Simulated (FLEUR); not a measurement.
### MnF2: parallel and opposed starts

It takes space group P4_2/mnm (No. 136, tetragonal). Conventional cell: a = 4.874 Å, b = 4.874 Å, c = 3.311 Å, α = 90.00°, β = 90.00°, γ = 90.00°. Nearest to Mn lie 6 F at 2.10 to 2.13 Å. F has 3 Mn at 2.10 to 2.13 Å nearest. Farther neighbours and most contacts between anions are not listed.

```yaml
method: PBE with U = 4 eV on Mn d; all-electron FLAPW, Dirac cores, scalar-relativistic bands (and 1 further level or step)
program: FLEUR MaX-R8.1
settings_of_one_run: kmax 4.29 1/bohr, gmax 12.9 1/bohr, muffin tin radii Mn: 2.48, F: 1.4 bohr, lmax Mn: [10, 8], F: [6, 4], hist occupations, smearing width 0.02 eV, mixer Anderson, mixing 0.05, max iterations 120, stop 0.0001 me/bohr³, collinear spin, 6×6×10 k-mesh, double counting FLL, mesh matched on, starting moments 4.5 -4.5 0 0 0 0 μB
cost: 3 runs, 21 min in all on 4 MPI ranks of Arm Neoverse V2, shared host (the runs of this entry)
notes: This is the lowest of 2 finished starts, no proof of the ground state.
lowest_state_found: antiferromagnetic (initial antiferro +-)
largest_site_spin_moment: 4.72 μB
next_finished_state: ferromagnetic, 19.3 meV a seeded atom higher
orbital_moment_on_the_atom_of_largest_spin_along_its_spin_spin_orbit_run: -4.4e-4 μB
```

The lowest state found is antiferromagnetic, reached from the start antiferro +-, with moments up to 4.72 μB. The next finished state costs 19 meV a seeded atom.

[Logs and program files are shortened in this print: banners, set-up blocks, solver, clock and traceback lines can be left out without a mark of their own.]

[Logs are printed without paths, hosts, clocks, repeated set-up lines and the standing remarks that a program may print on its own settings, such as how far it seeks lower states.]

[Hosts, paths, dates, database ids (printed as entryN), source tags and the programs' standing remarks are cut or masked in the printed files.]

[Where a cell is said to come from a database of computed structures, the database is the Materials Project.]
